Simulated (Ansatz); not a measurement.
The compound is Li2FeBr4 (Cmmm).

```yaml
crystal:
  lattice:
    - [-5.50218, 2.78891, 2.78891]
    - [5.50218, 2.78891, 2.78891]
    - [0.00000, 2.69139, -2.69139]
  atoms:
    - { symbol: Li, position: [0.50000, 0.00000, 0.50000] }
    - { symbol: Li, position: [0.00000, 0.50000, 0.50000] }
    - { symbol: Fe, position: [0.00000, 0.00000, 0.00000] }
    - { symbol: Br, position: [0.23344, 0.23344, 0.50000] }
    - { symbol: Br, position: [0.76656, 0.76656, 0.50000] }
    - { symbol: Br, position: [0.75997, 0.24003, 0.00000] }
    - { symbol: Br, position: [0.24003, 0.75997, 0.00000] }
```

The cell and positions are those that the Materials Project relaxed with its own functionals (PBE, PBE+U or r2SCAN), kept fixed. The program's search for lower electronic states was switched off, so nothing shows that the state found is the lowest. PAW set soft_2, made with PBE.

A constrained-RPA run (Ansatz 0.2.0; non-magnetic PBEsol; Fe d, bands v3 to c2, 2×2×4 mesh, medium accuracy) builds 5 functions on bands 1.3 eV wide, with 6.0 electrons in the window. The bare on-site interaction is 19.2 eV and the bare J 0.63 eV.

Q: Estimate U, U′ and J.

On the Fe d shell, U = 3.89 eV (20 % of the bare value), U′ = 2.89 eV, J = 0.51 eV.

The parent state is non-magnetic and the interaction static (zero frequency); U depends on the window and the orbitals, so it belongs to this model alone. Coarse meshes can leave U off its limit, most where the target bands are metallic.

[Paths, hosts, dates, memory and timing lines, banners, echoed tables and standing remarks are left out of the program output.]

[Logs are printed without paths, hosts, clocks, repeated set-up lines and the standing remarks that a program may print on its own settings, such as how far it seeks lower states.]

[Runs of the session that timed out or met a known fault of the program may be left out.]

[Hosts, paths, dates, database ids (printed as entryN), source tags and the programs' standing remarks are cut or masked in the printed files.]
